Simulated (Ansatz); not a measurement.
# Tc of NbInAu in the AlB2 type from its phonons

Aim: the phonon-mediated transition temperature of NbInAu in the AlB2 type at ambient pressure, over a range of μ*. The cell shown first is a relaxed one, from steps not shown here.

Calculated with Ansatz 0.2.0; DFT PBE, scalar-relativistic, plane waves, PAW; PAW set soft_1.

Most raw output is cut from this account.

The structure was built from a prototype and need not be the compound's stable phase.

## Step 1: The cell after earlier relaxation steps

Symmetry: P-6m2, No. 187, hexagonal system. Conventional cell: a = 4.683 Å, b = 4.683 Å, c = 3.035 Å, α = 90.00°, β = 90.00°, γ = 120.00°. Nb has 2 Nb at 3.03 Å and 6 In at 3.10 Å and 6 Au at 3.10 Å nearest. Nearest to In lie 3 Au at 2.70 Å and 2 In at 3.03 Å and 6 Nb at 3.10 Å. Nearest to Au lie 3 In at 2.70 Å and 2 Au at 3.03 Å and 6 Nb at 3.10 Å. Farther neighbours are not listed.

## Step 2: Coupling and resistivity: q 3×3×2, k 6×6×8, scattering 8×8×12

The run that gives the couplings also evaluates McMillan's and Allen and Dynes's formulas and, where asked, the Eliashberg equations, over a range of μ*.

The input, input.yaml:

```yaml
crystal:
  lattice:
    - [4.6831259005, 0.0, 0.0]
    - [-2.3415629502, 4.055705999, 0.0]
    - [0.0, 0.0, 3.0346917947]
  atoms:
    - { symbol: Nb, position: [0.0, 0.0, 0.0] }
    - { symbol: In, position: [0.3333333333, 0.6666666667, 0.5] }
    - { symbol: Au, position: [0.6666666667, 0.3333333333, 0.5] }
kpoints:
  mp_grid: { grid: [6, 6, 8] }
hamiltonian:
  xc: pbe
  pseudopotentials: { kind: paw, azcp: { folder: soft_1 } }
scf:
  occupations: { method: methfessel_paxton, width: 0.2 }
output:
  eigenvalues: true
phonons:
  method: dfpt
  qmesh: [3, 3, 2]
  temperatures: { t_max: 1000, t_step: 50 }
  qpath:
    path:
      - [[0.0, 0.0, 0.0], [0.5, 0.0, 0.0], [0.33333333, 0.33333333, 0.0], [0.0, 0.0, 0.0], [0.0, 0.0, 0.5], [0.5, 0.0, 0.5], [0.33333333, 0.33333333, 0.5], [0.0, 0.0, 0.5]]
      - [[0.5, 0.0, 0.5], [0.5, 0.0, 0.0]]
      - [[0.33333333, 0.33333333, 0.5], [0.33333333, 0.33333333, 0.0]]
    npoints: 10
  electrical_resistivity:
    mesh: [8, 8, 12]
    temperatures: [20.0, 50.0, 77.0, 100.0, 150.0, 200.0, 300.0, 400.0, 600.0, 800.0]
  superconductivity: { mesh: [8, 8, 12] }
```

On the command line:

```sh
ansatz run input.yaml --threads 4 --pin off --max-ram 12288MiB --backend cpu --events-out ev --progress --plain --runs-dir out
```

The job ended after 3.8 min (4 threads of Arm Neoverse V1, shared host; peak memory 0.85 GiB).

Numbers from this step:

```
volume per atom                                                                : 19.21 Å³/atom
metallic on mesh                                                               : yes
gap on the k-mesh                                                              : 0 eV
zero point energy                                                              : 0.06094 eV/cell
share of imaginary modes in the plain interpolation between solved wavevectors : 0
highest frequency, solved or plainly interpolated                              : 199.1 cm⁻¹
Debye temperature (second moment)                                              : 223 K
resistivity at 300 K                                                           : 109.4 μΩ cm, mean of the axes
coupling constant λ                                                            : 1.098
density of states at the Fermi level                                           : 1.775 states/eV a spin and cell
log mean phonon energy ħω_log                                                  : 8.71 meV
transport coupling constant λ_tr                                               : 1.032, 1.032, 1.359 (xx, yy, zz)
Drude plasma energy                                                            : 3.273, 3.273, 3.293 eV (xx, yy, zz)
resistivity times mean free path                                               : 13.13, 13.13, 12.51 × 10⁻¹⁶ Ω m² (xx, yy, zz)
second-moment phonon energy ħω₂                                                : 10.41 meV
```

Transition temperatures:

```csv
μ*,McMillan Tc (K),Allen–Dynes Tc (K),isotropic Fermi-surface Tc (K),isotropic full bandwidth Tc (K),anisotropic Fermi-surface Tc (K),anisotropic full bandwidth Tc (K),anisotropic narrow window Tc (K)
0.08,8.75,9.48,9.14,8.55,9.45,8.64,8.64
0.1,8.06,8.67,8.26,7.75,8.59,7.87,7.86
0.12,7.38,7.89,7.42,6.98,7.77,7.13,7.12
0.13,7.05,7.51,7.02,6.6,7.37,6.76,6.75
0.14,6.71,7.14,6.62,6.23,6.98,6.41,6.4
0.16,6.06,6.41,5.86,5.52,6.23,5.73,5.72
0.2,4.8,5.04,4.47,4.2,4.86,4.46,4.47
```

## Step 3: Coupling and resistivity: scattering mesh 12×12×16

The next rung changes the scattering mesh, which samples the Fermi surface.

input.yaml: that of step 2 with these lines changed.

```diff
@@ -29,4 +29,4 @@
   electrical_resistivity:
-    mesh: [8, 8, 12]
+    mesh: [12, 12, 16]
     temperatures: [20.0, 50.0, 77.0, 100.0, 150.0, 200.0, 300.0, 400.0, 600.0, 800.0]
-  superconductivity: { mesh: [8, 8, 12] }
+  superconductivity: { mesh: [12, 12, 16] }
```

Wall time 4.7 min (4 threads); peak memory 1.1 GiB; 18 min of CPU time.

Numbers from this step:

| Quantity | Value |
| --- | --- |
| resistivity at 300 K | 104.1 μΩ cm, mean of the axes |
| coupling constant λ | 0.9453 |
| density of states at the Fermi level | 1.549 states/eV a spin and cell |
| log mean phonon energy ħω_log | 8.735 meV |
| transport coupling constant λ_tr | 0.8398, 0.8398, 1.103 (xx, yy, zz) |
| Drude plasma energy | 3.096, 3.096, 3.043 eV (xx, yy, zz) |
| resistivity times mean free path | 14.88, 14.88, 16.1 × 10⁻¹⁶ Ω m² (xx, yy, zz) |
| second-moment phonon energy ħω₂ | 10.46 meV |

Transition temperatures:

```
  μ*  McMillan Tc (K)  Allen–Dynes Tc (K)  isotropic Fermi-surface Tc (K)  isotropic full bandwidth Tc (K)  anisotropic Fermi-surface Tc (K)  anisotropic full bandwidth Tc (K)  anisotropic narrow window Tc (K)
0.08             7.13                7.61                            7.29                             7.28                              7.58                               7.51                              7.52
 0.1             6.45                6.84                            6.46                             6.46                              6.78                               6.72                              6.72
0.12             5.79                6.11                            5.69                             5.68                              6.01                               5.96                              5.96
0.13             5.47                5.76                            5.31                             5.31                              5.64                                5.6                               5.6
0.14             5.15                5.41                            4.95                             4.95                              5.29                               5.25                              5.25
0.16             4.53                4.74                            4.27                             4.26                              4.61                               4.58                              4.58
 0.2             3.37                3.51                            3.05                             3.04                              3.41                               3.39                              3.39
```

For the log mean phonon energy ħω_log, step 2 gave 8.71 meV; this run, with scattering mesh 12×12×16, gives 8.73 meV.

## Step 4: Electron–phonon run: q 3×3×3, k 6×6×9, scattering 12×12×16

The next rung changes the q mesh, which sets the reach of the force constants and couplings; the k mesh of the density and its response; the phonon self-energy between the q points, now taken in.

input.yaml: that of step 3 with these lines changed.

```diff
@@ -10,3 +10,3 @@
 kpoints:
-  mp_grid: { grid: [6, 6, 8] }
+  mp_grid: { grid: [6, 6, 9] }
 hamiltonian:
@@ -20,3 +20,3 @@
   method: dfpt
-  qmesh: [3, 3, 2]
+  qmesh: [3, 3, 3]
   temperatures: { t_max: 1000, t_step: 50 }
```

Wall time 15 min (4 threads); peak memory 5.5 GiB.

Numbers from this step:

```yaml
zero_point_energy: 0.06336 eV/cell
highest_frequency_solved_or_plainly_interpolated: 198.9 cm⁻¹
debye_temperature_second_moment: 230 K
resistivity_at_300_k: 87.47 μΩ cm, mean of the axes
coupling_constant_lambda: 0.8303
density_of_states_at_the_fermi_level: 1.552 states/eV a spin and cell
log_mean_phonon_energy_omega_log: 9.182 meV
transport_coupling_constant_lambda_tr: 0.7171, 0.7171, 0.9287 (xx, yy, zz)
drude_plasma_energy: 3.094, 3.094, 3.035 eV (xx, yy, zz)
resistivity_times_mean_free_path: 14.87, 14.87, 16.14 × 10⁻¹⁶ Ω m² (xx, yy, zz)
second_moment_phonon_energy_omega: 11.20 meV
```

Transition temperatures:

```
  μ*  McMillan Tc (K)  Allen–Dynes Tc (K)  isotropic Fermi-surface Tc (K)  isotropic full bandwidth Tc (K)  anisotropic Fermi-surface Tc (K)  anisotropic full bandwidth Tc (K)  anisotropic narrow window Tc (K)
0.08             6.06                 6.4                            6.06                             6.06                              6.46                                6.4                               6.4
 0.1             5.38                5.65                            5.26                             5.26                              5.67                               5.63                              5.63
0.12             4.72                4.93                            4.51                             4.51                              4.94                               4.91                              4.91
0.13              4.4                4.59                            4.15                             4.16                               4.6                               4.57                              4.57
0.14             4.09                4.26                            3.81                             3.82                              4.27                               4.24                              4.24
0.16             3.49                3.62                            3.18                             3.18                              3.65                               3.63                              3.63
 0.2              2.4                2.48                             2.1                              2.1                              2.58                               2.57                              2.57
```

The Eliashberg function α²F has structure finer than the step of the table below, so its rows give means over 0.5 meV, whole bins alone (the curve runs from 0.096 to 24.6 meV). Peaks (meV: height): α²F 6.46: 0.877, 8.96: 0.297, 13.98: 0.878, 16.87: 0.554, 22.08: 0.142; α²F tr 6.46: 0.828, 7.04: 0.718, 11.47: 0.255, 13.98: 0.629, 16.68: 0.426, 21.88: 0.157.

Table of Eliashberg function α²F by phonon energy; means over each step:

```
phonon energy (meV)      α²F   α²F tr
                1.0   7.6e-5   1.9e-5
                1.5   4.9e-4   1.6e-4
                2.0  0.00151   6.0e-4
                2.5  0.00303  0.00160
                3.0  0.00567  0.00356
                3.5   0.0101  0.00704
                4.0   0.0210   0.0156
                4.5   0.0609   0.0493
                5.0    0.149    0.130
                5.5    0.150    0.155
                6.0    0.307    0.309
                6.5    0.753    0.701
                7.0    0.586    0.642
                7.5    0.433    0.400
                8.0    0.333    0.245
                8.5    0.242    0.176
                9.0    0.210    0.160
                9.5    0.111   0.0987
               10.0    0.104    0.102
               10.5    0.108    0.115
               11.0    0.132    0.153
               11.5    0.164    0.217
               12.0    0.125    0.165
               12.5    0.127    0.147
               13.0    0.219    0.228
               13.5    0.329    0.313
               14.0    0.586    0.455
               14.5    0.331    0.300
               15.0    0.299    0.315
               15.5    0.299    0.320
               16.0    0.298    0.293
               16.5    0.376    0.340
               17.0    0.373    0.303
               17.5   0.0500   0.0625
               18.0   0.0388   0.0538
               18.5   0.0871   0.0886
               19.0   0.0876   0.0815
               19.5   0.0912   0.0804
               20.0    0.113   0.0914
               20.5   0.0671   0.0536
               21.0    0.101   0.0914
               21.5   0.0885    0.100
               22.0    0.130    0.142
               22.5    0.111    0.112
               23.0   0.0943   0.0909
               23.5   0.0666   0.0798
               24.0   0.0663   0.0832
```

The Eliashberg function α²F has structure finer than the step of the table below, so its rows give means over 1 meV, whole bins alone (the curve runs from 0.096 to 24.6 meV). Peaks (meV: height): α²F 6.5: 0.877, 9.0: 0.297, 14.0: 0.878, 16.9: 0.554; Nb 6.5: 0.181, 9.0: 0.114, 14.0: 0.545, 16.9: 0.521; In 6.5: 0.121, 14.0: 0.268, 20.1: 0.0786, 22.1: 0.0989; Au 6.5: 0.575, 13.4: 0.101.

Table of Eliashberg function α²F by phonon energy; means over each step:

```
phonon energy (meV)      α²F       Nb       In       Au
                  1   1.1e-4   1.8e-5   1.8e-5   5.5e-5
                  2  0.00156   3.2e-4   4.3e-4   8.4e-4
                  3  0.00587  0.00104  0.00147  0.00336
                  4   0.0225  0.00272  0.00558   0.0142
                  5    0.133  0.00668   0.0342   0.0919
                  6    0.387   0.0695   0.0684    0.249
                  7    0.588   0.0695   0.0718    0.447
                  8    0.338   0.0259   0.0340    0.278
                  9    0.186   0.0644   0.0268   0.0950
                 10    0.105   0.0478   0.0284   0.0284
                 11    0.138   0.0525   0.0404   0.0449
                 12    0.132   0.0536   0.0340   0.0439
                 13    0.224    0.108   0.0480   0.0681
                 14    0.465    0.290    0.118   0.0567
                 15    0.300    0.212   0.0565   0.0320
                 16    0.302    0.240   0.0345   0.0275
                 17    0.313    0.285   0.0154   0.0121
                 18   0.0466   0.0266   0.0170  0.00291
                 19   0.0900   0.0401   0.0472  0.00269
                 20    0.101   0.0373   0.0611  0.00279
                 21   0.0839   0.0304   0.0491  0.00438
                 22    0.117   0.0208   0.0810   0.0153
                 23   0.0901  0.00774   0.0598   0.0226
                 24   0.0562  0.00602   0.0353   0.0149
```

Anisotropic full-bandwidth solution, weighted at the Fermi level. Gaps:

```
 mu*  T (K)  mean gap (meV)  5 % (meV)  95 % (meV)  mean Z
 0.1   1.41           0.864      0.599        1.06     1.8
 0.1   2.82           0.825      0.567        1.01     1.8
 0.1   4.22           0.668      0.453       0.822     1.8
 0.1   5.07           0.453      0.304        0.56    1.81
0.13   1.14           0.682      0.445       0.851     1.8
0.13   2.28           0.649      0.419       0.812     1.8
0.13   3.43           0.523      0.332       0.659    1.81
0.13   4.11           0.354      0.222       0.448    1.81
0.16  0.907           0.525      0.319       0.672    1.81
0.16   1.81           0.498      0.298        0.64    1.81
0.16   2.72           0.401      0.235       0.517    1.81
0.16   3.27           0.271      0.157       0.351    1.81
```

dTc/da2F against phonon energy:

| phonon energy (meV) | dTc/da2F (K/meV) |
| --- | --- |
| 1 | - |
| 2 | 3.84 |
| 3 | 4.04 |
| 4 | 3.90 |
| 5 | 3.66 |
| 6 | 3.42 |
| 7 | 3.18 |
| 8 | 2.96 |
| 9 | 2.75 |
| 10 | 2.58 |
| 11 | 2.41 |
| 12 | 2.27 |
| 13 | 2.13 |
| 14 | 2.02 |
| 15 | 1.90 |
| 16 | 1.80 |
| 17 | 1.71 |
| 18 | 1.63 |
| 19 | 1.55 |
| 20 | 1.48 |
| 21 | 1.41 |
| 22 | 1.35 |
| 23 | 1.29 |
| 24 | 1.24 |

Table of share of the Fermi-level states by lambda of a state:

```csv
lambda of a state,share of the Fermi-level states
0.424,0
0.458,0
0.493,0
0.527,0.0012
0.562,0.0889
0.597,0.0721
0.631,0.043
0.666,0.0609
0.701,0.0222
0.735,0.0619
0.770,0.0096
0.804,0.0642
0.839,0.0824
0.874,0.0422
0.908,0.161
0.943,0.0347
0.978,0.0567
1.010,0.0309
1.050,0.165
1.080,0
1.120,0.0024
1.150,1.0e-4
1.190,0
1.220,3.0e-4
```

## Step 5: What came out

```json
{
 "meshes": "q 3×3×3, k 6×6×9, scattering 12×12×16",
 "coupling constant λ": "0.830",
 "log mean phonon energy ħω_log": "9.18 meV",
 "Allen–Dynes Tc at μ* = 0.1": "5.65 K",
 "Allen–Dynes Tc at μ* = 0.13": "4.59 K",
 "anisotropic Eliashberg Tc at μ* = 0.1": "5.63 K",
 "anisotropic Eliashberg Tc at μ* = 0.13": "4.57 K"
}
```

What this shows: In the last run (PBE, q 3×3×3, k 6×6×9, scattering 12×12×16), with λ = 0.83 and ħω_log = 9.18 meV, Tc at μ* = 0.13 is 4.4 K by McMillan's formula, 4.6 K by Allen and Dynes's and 4.6 K by the anisotropic Eliashberg equations. Raising μ* from 0.10 to 0.16 lowers the Allen–Dynes value from 5.7 to 3.6 K. The mean gap at a quarter of Tc gives 2Δ/k_B Tc = 3.46, against 3.53 in weak-coupling theory. The gap spreads from 0.45 to 0.85 meV over nine tenths of the Fermi surface. By the run's own test λ is not converged in the fine mesh: it moves by 16 % between the two finest. The run's transport test calls it not converged in the mesh; ρ(300 K) moves by 30 % in the component that moves most. Over the runs, λ takes the values 1.10, 0.945 and 0.830, in the order shown. No spin–orbit coupling, which matters for Au. The structure is a hand-built model. The compound is a prototype filled by a generator; whether it can be made, and whether it orders so, was not tested. μ* is a typed number, phonons are harmonic, and spin fluctuations are left out; at μ* = 0.13 McMillan's formula turns 1 % in λ into about 2.3 % in Tc.

[Logs are printed without paths, hosts, clocks, repeated set-up lines and the standing remarks that a program may print on its own settings, such as how far it seeks lower states.]

[Hosts, paths, dates, database ids (printed as entryN), source tags and the programs' standing remarks are cut or masked in the printed files.]
